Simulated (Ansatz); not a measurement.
## S on Mg(0001): change of the work function: the clean slab

Ansatz 0.2.0; plane-wave DFT, PBE, Ansatz PAW.

File input.yaml:

```yaml
crystal:
  lattice:
    - [3.21, 0.0, 0.0]
    - [1.605, 2.7799415461, 0.0]
    - [0.0, 0.0, 25.81956]
  atoms:
    - { symbol: Mg, position: [0.6666666667, 0.6666666667, 0.3485729424] }
    - { symbol: Mg, position: [0.0, 0.0, 0.4495243141] }
    - { symbol: Mg, position: [0.6666666667, 0.6666666667, 0.5504756859] }
    - { symbol: Mg, position: [0.0, 0.0, 0.6514270576] }
kpoints:
  mp_grid: { grid: [12, 12, 1] }
hamiltonian:
  xc: pbe
scf:
  occupations: { method: fermi_dirac, width: 0.1 }
  convergence: { dr2_threshold: 1.0e-08 }
efield:
  axis: 3
  dipole_correction: true
  ramp_position: 0.97
  ramp_width: 0.06
relax:
  f_tol: 0.02
  max_steps: 60
  constraints: [{ sites: [0, 1] }]
output:
  write_potential: true
  write_density: true
  volumetric_format: npy
```

Started as:

```
> ansatz run input.yaml --threads 2 --pin off --max-ram 3072MiB --backend cpu --events-out ev --progress --plain --runs-dir out
```

Q: Predict the work function, upper face; and electron's electrostatic potential energy less the Fermi level against z.

In the vacuum the potential turns flat, and its height over the Fermi level, 3.79 eV, is the work function of the face beside that plateau.

Forces are held to the 6 operations that the program found; a distortion that breaks them can't arise in this run.

Step by step:

| step | energy less that of the first step (eV) | largest force component (eV/Å) |
| --- | --- | --- |
| 1 | 0.0000 | 0.0442 |
| 2 | -0.0007 | 0.0154 |

The atoms that moved most (Å):

```csv
atom,dx,dy,dz,length
Mg4,0.000,0.000,0.029,0.029
Mg3,0.000,0.000,0.005,0.005
```

The relaxed structure:

```xyz
4
Lattice="3.2100 0.0000 0.0000 1.6050 2.7799 0.0000 0.0000 0.0000 25.8196" Properties=species:S:1:pos:R:3
Mg    3.2100    1.8533    9.0000
Mg    0.0000    0.0000   11.6065
Mg    3.2100    1.8533   14.2181
Mg    0.0000    0.0000   16.8482
```

This step gave:

| Quantity | Value |
| --- | --- |
| work function, upper face | 3.787 eV |
| dipole along the normal | 2.19e-4 e·Å |

Running mean over 2.60652 Å of the planar mean; the ramp of the sawtooth is left out. Electron's electrostatic potential energy less the Fermi level against z:

z (Å), electron's electrostatic potential energy less the Fermi level (eV) and a bar from the least value:
```
        4       3.79 ##############################
        5       3.78 ##############################
        6       3.64 #############################
        7       2.60 #########################
        8      -2.09 #######
        9      -4.02 
       10      -4.04 
       11      -4.01 
       12      -3.99 
       13      -3.98 
       14      -4.00 
       15      -3.95 
       16      -3.97 
       17      -3.95 
       18      -1.31 ##########
       19       2.90 ###########################
       20       3.68 ##############################
       21       3.78 ##############################
       22       3.79 ##############################
```

[Long decimals in the printed logs are rounded to 6 places.]

[Logs are printed without paths, hosts, clocks, repeated set-up lines and the standing remarks that a program may print on its own settings, such as how far it seeks lower states.]

[Hosts, paths, dates, database ids (printed as entryN), source tags and the programs' standing remarks are cut or masked in the printed files.]

[Maps of the electrostatic potential energy from Ansatz leave out the sawtooth potential of an applied field or a dipole correction, so their vacuum need not be flat; planar profiles and work functions include it.]
